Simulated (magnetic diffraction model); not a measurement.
**NdV₄: what an assumed order does to the neutron pattern**

Space group I4/mmm (no. 139), a = 4.1180 Å, c = 10.9740 Å.

```
site  atom    x    y       z
  2a    Nd    0    0       0
  4e     V  1/2  1/2  0.1158
  4d     V  1/2    0     1/4
```

This is a made-up structure (elements placed in a structure type, unrelaxed), so the numbers test the method and describe no known phase.

Only Nd is taken to order (form factors of Nd3+); orders and moment sizes are assumed, and not adapted to the symmetry. Radiation: neutrons of λ = 2.567 Å, 5° to 80°; isotropic B of 0.17 Å² (Nd) and 0.28 Å² (V). The intensities are simulated: I ∝ L Σ (|F_N|² + |F_M⊥|²) for unpolarised neutrons, with F_M = 2.695 fm/μB × Σ f(s) S exp(2πi Q·r) exp(−B s²) at Q = H ± k (one set where k and −k are equivalent), only the part normal to Q counting and L = 1/(sin²θ cos θ). For collinear order S is the moment m, which repeats by lattice and centring translations R with the sign exp(−2πi k·R). Form factors are spin-only for 3d ions and dipole or tabulated for f ions, scattering lengths are Sears's of 1992, and absorption is left out. A label names one of the reflections at its angle. The strongest nuclear line in the range is 100, and lines under 0.2 are left out.

Assume the order k = (1/2 0 1/2), collinear moments along [110], 2.2 μB on Nd.

Predict the pattern, nuclear and magnetic parts apart.

```
2θ (°)         index  nuclear  magnetic
 19.16   (1/2 0 1/2)      0.0      27.2
 27.06       (0 0 2)     50.5       0.0
 27.14  (1/2 0 -3/2)      0.0      18.9
 38.70   (1/2 0 5/2)      0.0      10.6
 38.89       (1 0 1)    100.0       0.0
 41.38  (1/2 1 -1/2)      0.0      10.8
 45.93   (1/2 1 3/2)      0.0      10.3
 51.95  (1/2 0 -7/2)      0.0       6.3
 52.31       (1 1 0)     25.9       0.0
 54.12  (1/2 1 -5/2)      0.0       8.8
 55.79       (0 0 4)     11.6       0.0
 55.98       (1 0 3)     41.2       0.0
 56.22  (3/2 0 -1/2)      0.0       2.9
 59.87       (1 1 2)     33.0       0.0
 59.91   (3/2 0 3/2)      0.0       2.9
 65.04   (1/2 1 7/2)      0.0       6.9
 66.58   (1/2 0 9/2)      0.0       4.0
 66.93  (3/2 0 -5/2)      0.0       2.7
 68.79   (3/2 1 1/2)      0.0       4.0
 72.12  (3/2 1 -3/2)      0.0       4.0
 76.84   (3/2 0 7/2)      0.0       2.3
 77.12       (2 0 0)      9.5       0.0
 78.28  (1/2 1 -9/2)      0.0       5.3
 78.61   (3/2 1 5/2)      0.0       3.8
 80.00       (1 1 4)     40.2       0.0
```

The strongest magnetic line in the range is (1/2 0 1/2) at 19.16° (27.2). On top of the Lorentz factor, which all lines share, magnetic lines fade with angle because f falls: for Nd3+ it is 0.98, 0.90, 0.79 and 0.54 at sin θ/λ = 0.1, 0.2, 0.3 and 0.5 Å⁻¹, while nuclear lengths stay constant. The order has no net moment.

[Logs are printed without paths, hosts, clocks, repeated set-up lines and the standing remarks that a program may print on its own settings, such as how far it seeks lower states.]
